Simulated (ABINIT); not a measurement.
## A GW chain in ABINIT: SrTiO3 (Tausonite)

How does a plane-wave GW calculation on SrTiO3 (Tausonite) run from the first input to the gap?

Method: PBE and many-body steps on it, plane waves, in ABINIT 10.8.3.

**Experimental background.**

- Gap 3.77 eV: direct gap (M0 critical point); spectroscopic ellipsometry, second-derivative fit; 300 K; bulk crystal (commercial single crystal) (“Optical probe of ferroelectric order in bulk and thin film perovskite titanates”, 2013, arxiv:1309.1245).

This is a report of a sequence of runs, with most program output left out.

### 1. Set-up

The structure is cubic, space group Pm-3m (No. 221). Conventional cell: a = 3.905 Å, b = 3.905 Å, c = 3.905 Å, α = 90.00°, β = 90.00°, γ = 90.00°. Nearest to Sr lie 12 O at 2.76 Å. Ti has 6 O at 1.95 Å nearest. Nearest to O lie 2 Ti at 1.95 Å and 4 Sr at 2.76 Å. Farther neighbours and most contacts between anions are not listed.

The cell and positions come from the Crystallography Open Database and are kept as given unless a step says otherwise.

### 2. Ground state

This step: ABINIT 10.8.3; DFT, PBE, plane waves, norm-conserving pseudopotentials.

The ground-state density comes first.

Contents of run.abi:

```
acell 3*1.0 Angstrom
rprim 
  3.905280000000 0.000000000000 0.000000000000
  0.000000000000 3.905280000000 0.000000000000
  0.000000000000 0.000000000000 3.905280000000
ntypat 3
znucl 38 22 8
natom 5
typat 1 2 3 3 3
xred 
  0.500000000000 0.500000000000 0.500000000000
  0.000000000000 0.000000000000 0.000000000000
  0.500000000000 0.000000000000 0.000000000000
  0.000000000000 0.500000000000 0.000000000000
  0.000000000000 0.000000000000 0.500000000000
pp_dirpath "pseudos"
pseudos "Sr.upf, Ti.upf, O.upf"
ecut 38
ngkpt 6 6 6
nshiftk 1
shiftk 0 0 0
kptopt 1
chksymbreak 0
nband 26
occopt 1
tolvrs 1e-10
nstep 60
prtwf 0
indata_prefix "in"
outdata_prefix "out"
tmpdata_prefix "tmp"
```

Command:

```bash
OMP_NUM_THREADS=1 mpirun -n 8 abinit run.abi > log
```

Run time: 23 s. Hardware: 8 MPI ranks of Arm Neoverse V2, shared host; peak memory 0.64 GiB; 3.1 min of CPU time.

This step gave:

```
total energy               : -3905.9454 eV
gap                        : 1.908 eV
k of the valence top       : 0.5, 0.5, 0.5
k of the conduction bottom : 0, 0, 0
least direct gap           : 2.263 eV
pressure                   : 3.441 GPa
```

The gap is indirect, with the least direct gap 0.36 eV higher.

The cutoff was set for levels, not for stress, so the pressure can be off by some GPa.

### 3. Empty states on the mesh, 4×4×4 mesh, 112 bands

The sums over transitions need many empty states on a uniform mesh; this step solves for them.

run.abi, as its differences from that of step 2:

```diff
@@ -18,3 +18,3 @@
 ecut 38
-ngkpt 6 6 6
+ngkpt 4 4 4
 nshiftk 1
@@ -23,7 +23,10 @@
 chksymbreak 0
-nband 26
-occopt 1
-tolvrs 1e-10
+iscf -2
+irdden 1
+istwfk *1
+nband 112
+nbdbuf 10
+tolwfr 1e-09
 nstep 60
-prtwf 0
+prtvol 0
 indata_prefix "in"
```

Wall time 30 s (8 MPI ranks); peak memory 0.6 GiB.

Numbers from this step:

```yaml
gap: 1.908 eV
k_of_the_valence_top: 0.5, 0.5, 0.5
k_of_the_conduction_bottom: 0, 0, 0
least_direct_gap: 2.263 eV
k_points_computed: 10
lowest_point_of_the_top_converged_band_above_the_valence_top: 61.0452 eV
```

On this mesh the gap is 1.908 eV.

### 4. Screening, 4×4×4 mesh, 102 bands, screening to 133.3 eV

The RPA dielectric matrix is built and inverted for each q.

This step: RPA screening on PBE, plane waves, norm-conserving pseudopotentials.

run.abi, as its differences from that of step 3:

```diff
@@ -23,10 +23,11 @@
 chksymbreak 0
-iscf -2
-irdden 1
 istwfk *1
-nband 112
-nbdbuf 10
-tolwfr 1e-09
-nstep 60
-prtvol 0
+occopt 1
+irdwfk 1
+optdriver 3
+nband 102
+ecuteps 4.9
+inclvkb 0
+awtr 1
+symchi 1
 indata_prefix "in"
```

Run time: 22 s. Hardware: 8 MPI ranks; peak memory 1.5 GiB; 3 min of CPU time.

Numbers from this step:

| Quantity | Value |
| --- | --- |
| ε∞ with local fields, on this mesh, along the program's q direction | 7.463 |
| the same without local fields | 7.916 |
| plasma frequency | 30.43 eV |
| plane waves in the screening matrix | 203 |

Local fields lower ε∞ by 6 %. On a Γ-centred mesh this coarse the value itself is usually too large, while a short band sum pulls it down.

### 5. Self-energy, 4×4×4 mesh, 102 bands, screening to 133.3 eV

The self-energy is evaluated for the states that the input lists, and the levels follow from it, in one-shot runs by the linearised quasiparticle equation.

This step: G0W0 on PBE, plane waves, norm-conserving pseudopotentials.

run.abi, as its differences from that of step 4:

```diff
@@ -26,8 +26,21 @@
 irdwfk 1
-optdriver 3
+optdriver 4
 nband 102
+gwcalctyp 0
+ecutsigx 38
+symsigma 1
+nkptgw 4
+kptgw 
+  0.5000000000 0.5000000000 0.5000000000
+  0.0000000000 0.0000000000 0.0000000000
+  0.5000000000 0.0000000000 0.0000000000
+  0.5000000000 0.5000000000 0.0000000000
+bdgw 
+  18 23
+  18 23
+  19 23
+  18 22
 ecuteps 4.9
-inclvkb 0
-awtr 1
-symchi 1
+irdscr 1
+ppmodel 1
 indata_prefix "in"
```

It took 12 s on 8 MPI ranks; peak memory 1.7 GiB.

Numbers from this step:

| Quantity | Value |
| --- | --- |
| G0W0 gap on the mesh | 3.465 eV |
| starting gap on the mesh | 1.908 eV |
| k of the valence top | 0.5, 0.5, 0.5 |
| k of the conduction bottom | 0, 0, 0 |
| Z at the valence top | 0.772 |
| Z at the conduction bottom | 0.786 |
| least direct G0W0 gap on the computed points | 3.838 eV |

The gap on the mesh goes from 1.91 eV to 3.46 eV, a correction of +1.56 eV.

Limits: finite bands, cutoff and mesh; screening head approximate; no spin-orbit coupling; coarse k mesh. v1 is the top filled band, c1 the lowest empty one. Levels before and after the correction, in eV, zero at the valence-band top of each column:

```
           conduction bottom  valence top
Kohn-Sham               1.91         0.00
     G0W0               3.46         0.00
```

```
                         level  energy (eV)
Kohn-Sham  (0.5 0.5 0.5) v3-v1        0.000
Kohn-Sham  (0.5 0.5 0.5) c1-c3        4.517
Kohn-Sham              Γ v3-v1       -0.355
Kohn-Sham              Γ c1-c3        1.908
     G0W0  (0.5 0.5 0.5) v3-v1        0.000
     G0W0  (0.5 0.5 0.5) c1-c3        6.433
     G0W0              Γ v3-v1       -0.373
     G0W0              Γ c1-c3        3.465
```

### 6. Where the time went

Times are wall times on 8 MPI ranks of Arm Neoverse V2, shared host, good to a factor of about two.

```
                    step  time  share  memory (GiB)
            ground state  23 s   26 %          0.64
empty states on the mesh  30 s   35 %           0.6
               screening  22 s   26 %           1.5
             self-energy  12 s   13 %           1.7
```

### 7. Results

| Property | Result |
| --- | --- |
| PBE gap | 1.91 eV, indirect |
| G0W0 gap on the mesh | 3.46 eV |
| GW settings | 4×4×4 mesh, 102 bands, screening to 133.3 eV, Godby-Needs plasmon pole |
| known limits | not at the basis limit; screening head approximate; no spin-orbit coupling; coarse k mesh |

**Reading.** G0W0 moves the gap on the mesh from 1.91 eV to 3.46 eV (+1.56 eV), with Z of 0.77 and 0.79 at the edges. Local fields lower the RPA ε∞ on this mesh from 7.92 to 7.46; a Γ-centred mesh this coarse tends to raise both, most where the direct gap is narrow, while a short band sum lowers them. Against experiment, by G0W0@PBE: the direct gap of 3.84 eV lies +0.07 eV from the measured 3.77 eV (direct, 300 K, 2013). An exciton line or allowed optical edge lies below the quasiparticle gap by the binding energy; a forbidden edge can push the onset above it. The calculation has static nuclei and no excitons; a measured gap holds zero-point and thermal motion, which mostly lowers it. Bands and cutoff are finite, so the gap is not at the basis limit. The miss can reach some tenths of an eV and take either sign; the mesh is an error of its own. The 4×4×4 mesh is coarse for this cell, which bears on the long-range parts of exchange and screening. This is the ideal cubic cell; many perovskites, halides above all, are cubic only on average, and local tilts or off-centring can widen the gap. The long-wavelength limit of the screening leaves out the non-local commutator, which shifts ε∞. The many-body steps are scalar-relativistic: spin-orbit coupling is not in them.

[Paths, hosts, dates, memory and timing lines, banners, echoed tables and standing remarks are left out of the program output.]

[Logs are printed without paths, hosts, clocks, repeated set-up lines and the standing remarks that a program may print on its own settings, such as how far it seeks lower states.]

[Runs of the session that timed out or met a known fault of the program may be left out.]

[Hosts, paths, dates, database ids (printed as entryN), source tags and the programs' standing remarks are cut or masked in the printed files.]

[G0W0 gaps are taken among the corrected bands and points alone; a level outside them can change the order at an edge.]

[Where Ansatz stands beside ABINIT at settings called matched, ABINIT's density can come from a denser mesh and the files from another edition; pairs whose starting gaps differed by over 0.03 eV were left out, so agreement reads better than it is.]
